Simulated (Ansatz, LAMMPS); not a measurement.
# Relaxing amorphous polyacrylonitrile (as short chains C14N4H18), from a frame at 540 K (108 atoms), part 2 of 3

How does amorphous polyacrylonitrile (as short chains C14N4H18), from a frame at 540 K (108 atoms) relax, and what do bonds, charges and levels look like afterwards?

Ansatz 0.2.0; Kohn-Sham DFT, PBE+D4, PAW (set soft_2), plane waves.

The cell: 42 C, 12 N and 54 H. The network of contacts between molecules at the start is that of the classical potential that made the cell. The density was typed from a rule of thumb and may lie off the real one at this temperature. The Brillouin zone is sampled at Γ only, in a cell whose shortest periodic width is 11 Å.

So far. Step 3 (Single point at the start): Neighbours are counted within 1.34 Å (H-C), 1.85 Å (C-C), 1.62 Å (C-N).

**4. Relaxation**

The atoms are relaxed in the fixed cell, aiming at the force tolerance of the input.

The input, input.yaml:

```yaml
crystal:
  lattice:
    - [10.87734, 0.0, 0.0]
    - [0.0, 10.87734, 0.0]
    - [0.0, 0.0, 10.87734]
  atoms:
    [... the 108 atom lines of step 3 ...]
kpoints:
  mp_grid: { grid: [1, 1, 1] }
hamiltonian:
  xc: pbe
  dispersion: d4
scf:
  occupations: { method: fermi_dirac, width: 0.05 }
output:
  forces: true
relax:
  f_tol: 0.03
  max_steps: 200
```

On the command line:

```sh
ansatz run input.yaml --threads 4 --pin off --max-ram 8192MiB --backend cpu --events-out ev --progress --plain --runs-dir out
```

Numbers of over 12 decimals in the logs are rounded to 6 here.

Log:

```text
[...]
Crystal: 108 atoms, lattice volume = 1286.969 Å³
Basis set: ecut = 420 eV, 25269 PW (Γ), exchange–correlation on 150×150×150 points (8 copies of the dense FFT grid, shifted against one another)
Bands: 249, of which v1, the nominal top of the filled ones, is band 141 counted from 1 (140 counted from 0)
Symmetry: 1 space group operations
[...]
k-points: 1
[...]
SCF iter   1: F=—  HF=-16003.927813 eV  |F-HF|=—  |Δ(HF+E_count)|=         —  Δρ=4.61e-3  dr2=4.30e-1  ethr=1.77e-3  ⟨swp⟩=6.0  Hψ=1145  notcnv=0  defer=44
[...]
SCF iter   7: F=-16003.887287 eV  HF=-16003.887292 eV  |F-HF|=5.65e-6  |Δ(HF+E_count)|=   7.36e-5  Δρ=3.11e-5  dr2=1.51e-5  ethr=7.98e-9  ⟨swp⟩=3.0  Hψ=771  notcnv=0
SCF 1 converged in 7 iterations: F = -16003.887287 eV  dr2 = 1.51e-5
[...]
relax step   1: F+E_penalty+E_count = -16003.88728663 eV  Δ(F+E_penalty+E_count) = +0.000e0 eV  max|allowed force component| = 4.875e0 eV/Å  Δτ_max = 0.0000 Å  (7 SCF iters, dr2 threshold 2.25e-5 eV, accepted)
[...]
relax step   2: F+E_penalty+E_count = -16009.30948436 eV  Δ(F+E_penalty+E_count) = -5.422e0 eV  max|allowed force component| = 1.361e0 eV/Å  Δτ_max = 0.1951 Å  (7 SCF iters, dr2 threshold 1.00e-4 eV, accepted)
[...]
relax step   3: F+E_penalty+E_count = -16010.20936064 eV  Δ(F+E_penalty+E_count) = -8.999e-1 eV  max|allowed force component| = 7.616e-1 eV/Å  Δτ_max = 0.1932 Å  (7 SCF iters, dr2 threshold 1.00e-4 eV, accepted)
relax step   4: F+E_penalty+E_count = -16010.44509852 eV  Δ(F+E_penalty+E_count) = -2.357e-1 eV  max|allowed force component| = 5.938e-1 eV/Å  Δτ_max = 0.1946 Å  (7 SCF iters, dr2 threshold 4.52e-5 eV, accepted)
relax step   5: F+E_penalty+E_count = -16010.57715802 eV  Δ(F+E_penalty+E_count) = -1.321e-1 eV  max|allowed force component| = 4.577e-1 eV/Å  Δτ_max = 0.1927 Å  (7 SCF iters, dr2 threshold 1.00e-4 eV, accepted)
relax step   6: F+E_penalty+E_count = -16010.66428557 eV  Δ(F+E_penalty+E_count) = -8.713e-2 eV  max|allowed force component| = 3.472e-1 eV/Å  Δτ_max = 0.1926 Å  (6 SCF iters, dr2 threshold 1.00e-4 eV, accepted)
relax step   7: F+E_penalty+E_count = -16010.72310797 eV  Δ(F+E_penalty+E_count) = -5.882e-2 eV  max|allowed force component| = 4.879e-1 eV/Å  Δτ_max = 0.1919 Å  (6 SCF iters, dr2 threshold 6.94e-5 eV, accepted)
relax step   8: F+E_penalty+E_count = -16010.76209821 eV  Δ(F+E_penalty+E_count) = -3.899e-2 eV  max|allowed force component| = 5.948e-1 eV/Å  Δτ_max = 0.1910 Å  (6 SCF iters, dr2 threshold 1.00e-4 eV, accepted)
relax step   9: F+E_penalty+E_count = -16010.78389279 eV  Δ(F+E_penalty+E_count) = -2.179e-2 eV  max|allowed force component| = 7.052e-1 eV/Å  Δτ_max = 0.1825 Å  (6 SCF iters, dr2 threshold 1.00e-4 eV, accepted)
relax step  10: F+E_penalty+E_count = -16010.83084977 eV  Δ(F+E_penalty+E_count) = -4.696e-2 eV  max|allowed force component| = 5.907e-2 eV/Å  Δτ_max = 0.1872 Å  (6 SCF iters, dr2 threshold 1.00e-4 eV, accepted)
relax step  11: F+E_penalty+E_count = -16010.83085564 eV  Δ(F+E_penalty+E_count) = -5.879e-6 eV  max|allowed force component| = 5.899e-2 eV/Å  Δτ_max = 0.0000 Å  (5 SCF iters, accepted)
relax step  12: F+E_penalty+E_count = -16010.83479844 eV  Δ(F+E_penalty+E_count) = -3.943e-3 eV  max|allowed force component| = 2.857e-2 eV/Å  Δτ_max = 0.1185 Å  (9 SCF iters, accepted)
relax step  13: F+E_penalty+E_count = -16010.83990210 eV  Δ(F+E_penalty+E_count) = -5.104e-3 eV  max|allowed force component| = 7.743e-2 eV/Å  Δτ_max = 0.0532 Å  (9 SCF iters, accepted)
relax step  14: F+E_penalty+E_count = -16010.84459941 eV  Δ(F+E_penalty+E_count) = -4.697e-3 eV  max|allowed force component| = 6.293e-2 eV/Å  Δτ_max = 0.0994 Å  (8 SCF iters, dr2 threshold 1.41e-6 eV, accepted)
relax step  15: F+E_penalty+E_count = -16010.84932546 eV  Δ(F+E_penalty+E_count) = -4.726e-3 eV  max|allowed force component| = 2.259e-1 eV/Å  Δτ_max = 0.1957 Å  (8 SCF iters, dr2 threshold 2.62e-6 eV, accepted)
relax step  16: F+E_penalty+E_count = -16010.85337688 eV  Δ(F+E_penalty+E_count) = -4.051e-3 eV  max|allowed force component| = 2.243e-1 eV/Å  Δτ_max = 0.0689 Å  (6 SCF iters, dr2 threshold 3.37e-5 eV, accepted)
relax step  17: F+E_penalty+E_count = -16010.86106429 eV  Δ(F+E_penalty+E_count) = -7.687e-3 eV  max|allowed force component| = 1.279e-1 eV/Å  Δτ_max = 0.1065 Å  (7 SCF iters, dr2 threshold 4.95e-5 eV, accepted)
relax step  18: F+E_penalty+E_count = -16010.86775636 eV  Δ(F+E_penalty+E_count) = -6.692e-3 eV  max|allowed force component| = 1.131e-1 eV/Å  Δτ_max = 0.1950 Å  (8 SCF iters, dr2 threshold 5.33e-6 eV, accepted)
relax step  19: F+E_penalty+E_count = -16010.87257906 eV  Δ(F+E_penalty+E_count) = -4.823e-3 eV  max|allowed force component| = 1.343e-1 eV/Å  Δτ_max = 0.1099 Å  (8 SCF iters, dr2 threshold 4.16e-6 eV, accepted)
relax step  20: F+E_penalty+E_count = -16010.88046454 eV  Δ(F+E_penalty+E_count) = -7.885e-3 eV  max|allowed force component| = 1.860e-1 eV/Å  Δτ_max = 0.1534 Å  (8 SCF iters, dr2 threshold 1.41e-5 eV, accepted)
relax step  21: F+E_penalty+E_count = -16010.88878255 eV  Δ(F+E_penalty+E_count) = -8.318e-3 eV  max|allowed force component| = 2.755e-1 eV/Å  Δτ_max = 0.1424 Å  (7 SCF iters, dr2 threshold 3.46e-5 eV, accepted)
relax step  22: F+E_penalty+E_count = -16010.90005930 eV  Δ(F+E_penalty+E_count) = -1.128e-2 eV  max|allowed force component| = 3.905e-1 eV/Å  Δτ_max = 0.1933 Å  (7 SCF iters, dr2 threshold 7.59e-5 eV, accepted)
relax step  23: F+E_penalty+E_count = -16010.90966537 eV  Δ(F+E_penalty+E_count) = -9.606e-3 eV  max|allowed force component| = 3.877e-1 eV/Å  Δτ_max = 0.1948 Å  (7 SCF iters, dr2 threshold 1.00e-4 eV, accepted)
relax step  24: F+E_penalty+E_count = -16010.91930415 eV  Δ(F+E_penalty+E_count) = -9.639e-3 eV  max|allowed force component| = 4.123e-1 eV/Å  Δτ_max = 0.1960 Å  (6 SCF iters, dr2 threshold 1.00e-4 eV, accepted)
relax step  25: F+E_penalty+E_count = -16010.93533947 eV  Δ(F+E_penalty+E_count) = -1.604e-2 eV  max|allowed force component| = 2.922e-1 eV/Å  Δτ_max = 0.1308 Å  (6 SCF iters, dr2 threshold 1.00e-4 eV, accepted)
relax step  26: F+E_penalty+E_count = -16010.95469029 eV  Δ(F+E_penalty+E_count) = -1.935e-2 eV  max|allowed force component| = 2.741e-1 eV/Å  Δτ_max = 0.1744 Å  (6 SCF iters, dr2 threshold 4.29e-5 eV, accepted)
relax step  27: F+E_penalty+E_count = -16010.97621265 eV  Δ(F+E_penalty+E_count) = -2.152e-2 eV  max|allowed force component| = 2.856e-1 eV/Å  Δτ_max = 0.1951 Å  (7 SCF iters, dr2 threshold 3.78e-5 eV, accepted)
[...]
relax step  35: F+E_penalty+E_count = -16011.07408137 eV  Δ(F+E_penalty+E_count) = -3.513e-3 eV  max|allowed force component| = 4.863e-2 eV/Å  Δτ_max = 0.0890 Å  (10 SCF iters, accepted)
relax step  36: F+E_penalty+E_count = -16011.07591315 eV  Δ(F+E_penalty+E_count) = -1.832e-3 eV  max|allowed force component| = 3.228e-2 eV/Å  Δτ_max = 0.0810 Å  (10 SCF iters, accepted)
relax step  37: F+E_penalty+E_count = -16011.07755220 eV  Δ(F+E_penalty+E_count) = -1.639e-3 eV  max|allowed force component| = 5.798e-2 eV/Å  Δτ_max = 0.0678 Å  (9 SCF iters, accepted)
[...]
relax step  40: F+E_penalty+E_count = -16011.08395215 eV  Δ(F+E_penalty+E_count) = -2.166e-3 eV  max|allowed force component| = 1.022e-1 eV/Å  Δτ_max = 0.0815 Å  (7 SCF iters, dr2 threshold 1.06e-5 eV, accepted)
relax step  41: F+E_penalty+E_count = -16011.08810363 eV  Δ(F+E_penalty+E_count) = -4.151e-3 eV  max|allowed force component| = 1.325e-1 eV/Å  Δτ_max = 0.1047 Å  (7 SCF iters, dr2 threshold 1.03e-5 eV, accepted)
relax step  42: F+E_penalty+E_count = -16011.09338523 eV  Δ(F+E_penalty+E_count) = -5.282e-3 eV  max|allowed force component| = 2.425e-1 eV/Å  Δτ_max = 0.1843 Å  (8 SCF iters, dr2 threshold 1.73e-5 eV, accepted)
relax step  43: F+E_penalty+E_count = -16011.09906748 eV  Δ(F+E_penalty+E_count) = -5.682e-3 eV  max|allowed force component| = 2.305e-1 eV/Å  Δτ_max = 0.0570 Å  (5 SCF iters, dr2 threshold 5.88e-5 eV, accepted)
relax step  44: F+E_penalty+E_count = -16011.11439403 eV  Δ(F+E_penalty+E_count) = -1.533e-2 eV  max|allowed force component| = 1.592e-1 eV/Å  Δτ_max = 0.1636 Å  (7 SCF iters, dr2 threshold 4.81e-5 eV, accepted)
relax step  45: F+E_penalty+E_count = -16011.12250392 eV  Δ(F+E_penalty+E_count) = -8.110e-3 eV  max|allowed force component| = 2.144e-1 eV/Å  Δτ_max = 0.1971 Å  (8 SCF iters, dr2 threshold 1.21e-5 eV, accepted)
relax step  46: F+E_penalty+E_count = -16011.12769824 eV  Δ(F+E_penalty+E_count) = -5.194e-3 eV  max|allowed force component| = 1.585e-1 eV/Å  Δτ_max = 0.0449 Å  (5 SCF iters, dr2 threshold 2.19e-5 eV, accepted)
relax step  47: F+E_penalty+E_count = -16011.13207363 eV  Δ(F+E_penalty+E_count) = -4.375e-3 eV  max|allowed force component| = 6.155e-2 eV/Å  Δτ_max = 0.0316 Å  (5 SCF iters, dr2 threshold 1.37e-5 eV, accepted)
relax step  48: F+E_penalty+E_count = -16011.13557040 eV  Δ(F+E_penalty+E_count) = -3.497e-3 eV  max|allowed force component| = 1.931e-2 eV/Å  Δτ_max = 0.0797 Å  (10 SCF iters, accepted)
relax step  49: F+E_penalty+E_count = -16011.13697732 eV  Δ(F+E_penalty+E_count) = -1.407e-3 eV  max|allowed force component| = 2.463e-2 eV/Å  Δτ_max = 0.0759 Å  (10 SCF iters, accepted)
[...]
relax step  50: F+E_penalty+E_count = -16011.13768870 eV  Δ(F+E_penalty+E_count) = -7.114e-4 eV  max|allowed force component| = 2.211e-2 eV/Å  Δτ_max = 0.0453 Å  (9 SCF iters, accepted)
SCF converged after 9 iterations
Free energy (F): -16011.137689 eV
[...]
Internal energy: -16011.137689 eV  (E = F + TS)
E sigma→0 (E₀):  -16011.137689 eV
Fermi energy:    0.369301 eV
[...]
--- Forces (eV/Å), atoms counted from 1 ---
  atom   1  C      0.00073626    -0.00049359    -0.00176642
  atom   2  C      0.00366093     0.00132774    -0.00426908
  atom   3  C     -0.00039499    -0.00095789     0.00554277
  atom   4  C      0.00129120    -0.01698734    -0.00515735
  atom   5  N     -0.00560925     0.02207110     0.00091787
  atom   6  C      0.00451355     0.00304132     0.00552365
  atom   7  C     -0.01057456    -0.00294375    -0.00982944
  atom   8  C     -0.01517158    -0.00587097     0.01572662
  atom   9  N      0.02100881     0.00920756    -0.01129381
  atom  10  C      0.00422995     0.00383440     0.00097977
  atom  11  C     -0.00187007    -0.00347528    -0.00213208
  atom  12  C     -0.00471322     0.00688774     0.00387785
  atom  13  N      0.00220894    -0.00328014    -0.00129394
  atom  14  C      0.00020052     0.00084833    -0.00168399
[...]
atom 107  H     -0.00025472    -0.00027646    -0.00101581
  atom 108  H      0.00066354     0.00043895     0.00028515
  max |Σ_I F_I| component: 1.07e-4 eV/Å
--- Relaxed structure (50 steps of the walk, 50 accepted, 0 SCFs on fresh bases) ---
  F+E_penalty+E_count = -16011.13768870 eV   max|allowed force component| = 2.211e-2 eV/Å
  atoms:
    - { symbol: C, position: [0.720070, 0.339061, 0.289830] }
    - { symbol: C, position: [0.752879, 0.203210, 0.280826] }
    - { symbol: C, position: [0.803333, 0.166164, 0.153022] }
    - { symbol: C, position: [0.842660, 0.037671, 0.157480] }
[...]
- { symbol: H, position: [0.226754, 0.370976, 0.662257] }
```

It took 5.3 min on 4 threads of Arm Neoverse V2, shared host; peak memory 1.2 GiB; 20 min of CPU time.

Step by step (22 of 50):

```csv
step,energy less that of the first step (eV),largest force component (eV/Å)
1,0.0000,4.8745
3,-6.3221,0.7616
6,-6.7770,0.3472
8,-6.8748,0.5948
10,-6.9436,0.0591
13,-6.9526,0.0774
15,-6.9620,0.2259
17,-6.9738,0.1279
20,-6.9932,0.1860
22,-7.0128,0.3905
24,-7.0320,0.4123
27,-7.0889,0.2856
29,-7.1322,0.2547
31,-7.1644,0.1573
34,-7.1833,0.0610
36,-7.1886,0.0323
38,-7.1924,0.0829
41,-7.2008,0.1325
43,-7.2118,0.2305
45,-7.2352,0.2144
48,-7.2483,0.0193
50,-7.2504,0.0221
```

The atoms that moved most (Å):

```csv
atom,dx,dy,dz,length
H57,-3.539,-0.060,-0.858,3.642
H59,-1.834,0.528,-2.919,3.487
H56,-3.375,-0.284,0.097,3.388
H60,1.169,0.661,-2.543,2.876
C37,-2.565,-0.007,-0.398,2.596
H58,-0.811,0.451,-2.296,2.476
C38,-1.269,0.345,-1.808,2.236
H55,-1.952,0.164,0.856,2.137
```

The relaxation changed the energy by -67.1 meV/atom, and atoms moved by 1.3 Å r.m.s., 3.6 Å at most.

**5. Distances and neighbours after relaxation**

Bonds before and after, by the cutoffs listed below:

```csv
pair,bonds before,bonds after,mean before (Å),mean after (Å),spread before (Å),spread after (Å)
H-C,54,54,1.091,1.099,0.040,0.003
C-C,39,39,1.514,1.518,0.046,0.038
C-N,12,12,1.162,1.163,0.017,0.001
```

Density 0.938 g/cm³, 11.92 Å³ an atom.

Pair distribution functions g(r), in bins of 0.2 Å:

```csv
r (Å),total,H-H,H-C,H-N,C-C,C-N,N-N
1.00,3.12,0.00,8.00,0.00,0.00,0.00,0.00
1.20,1.67,0.00,2.32,0.00,0.00,8.85,0.00
1.40,0.48,0.00,0.00,0.00,3.20,0.00,0.00
1.60,1.01,0.00,0.00,0.00,6.70,0.00,0.00
1.80,0.83,3.35,0.00,0.00,0.00,0.00,0.00
2.00,0.25,0.00,0.64,0.00,0.00,0.00,0.00
2.20,1.83,0.55,4.32,0.15,0.00,0.00,0.00
2.40,1.00,2.08,0.07,1.08,2.21,0.00,0.00
2.60,1.43,2.03,0.90,0.82,2.19,1.77,0.00
2.80,1.23,0.72,2.45,0.82,0.00,0.00,0.00
3.00,1.00,1.59,0.68,1.66,1.02,0.00,0.00
3.20,0.58,0.65,0.39,1.60,0.52,0.09,0.00
3.40,1.04,0.55,0.95,1.95,0.36,2.92,0.59
3.60,0.91,0.78,0.80,2.00,0.05,1.89,1.05
3.80,0.85,1.31,0.50,0.66,0.63,1.83,0.00
4.00,0.82,0.74,0.76,0.74,0.92,1.21,1.33
4.20,0.90,0.46,1.22,1.08,0.39,1.44,1.20
4.40,0.87,0.96,0.54,1.38,1.14,0.95,1.09
4.60,0.85,0.91,0.73,0.89,0.91,1.02,1.69
4.80,0.93,0.81,0.95,0.89,1.07,0.79,1.85
5.00,1.10,1.16,1.17,1.03,0.90,1.10,1.12
5.20,0.97,0.99,1.05,0.99,0.71,1.13,0.00
```

Bonds by pair of elements; cutoffs follow the first minimum of g(r), held within bounds set by covalent radii, and pairs that aren't listed don't count as bonded:

```csv
pair A-B,cutoff (Å),bonds,mean length (Å),spread (Å),shortest (Å),B about A,A about B
H-C,1.34,54,1.10,0.003,1.09,1,1.29
C-C,1.85,39,1.52,0.038,1.46,1.86,1.86
C-N,1.62,12,1.16,0.001,1.16,0.286,1
```

How many atoms have how many bonded neighbours:

```csv
element,mean,1,2,4
C,3.43,0,12,30
H,1,54,0,0
N,1,12,0,0
```

Bond angles, per cent of each kind in bins of 5°:

```csv
angle (°),C-C-H,C-C-C,H-C-H,C-C-N
100–105,1.0,0.0,0.0,0.0
105–110,77.5,18.8,100.0,0.0
110–115,21.6,72.9,0.0,0.0
115–120,0.0,8.3,0.0,0.0
120–125,0.0,0.0,0.0,0.0
125–130,0.0,0.0,0.0,0.0
130–135,0.0,0.0,0.0,0.0
135–140,0.0,0.0,0.0,0.0
140–145,0.0,0.0,0.0,0.0
145–150,0.0,0.0,0.0,0.0
150–155,0.0,0.0,0.0,0.0
155–160,0.0,0.0,0.0,0.0
160–165,0.0,0.0,0.0,0.0
165–170,0.0,0.0,0.0,0.0
170–175,0.0,0.0,0.0,0.0
175–180,0.0,0.0,0.0,100.0
```

Bond angles (no mean is given where the spread exceeds 20°):

```csv
angle,count,mean (°),spread (°)
C-C-H,102,109,1.6
C-C-C,48,112,2.2
H-C-H,30,108,0.9
C-C-N,12,178,1.3
```

Bond length by coordination (bonds to H left out):

```csv
element,coordination,atoms,mean bond length (Å)
C,2,12,1.31
C,4,30,1.53
```

By these cutoffs 71 % of C atoms have 4, all H atoms have 1 and all N atoms have 1 bonded neighbour. The C-C-H angle averages 109° with a spread of 1.6°.

(Continued in part 3 of 3.)

[Logs are printed without paths, hosts, clocks, repeated set-up lines and the standing remarks that a program may print on its own settings, such as how far it seeks lower states.]

[Hosts, paths, dates, database ids (printed as entryN), source tags and the programs' standing remarks are cut or masked in the printed files.]
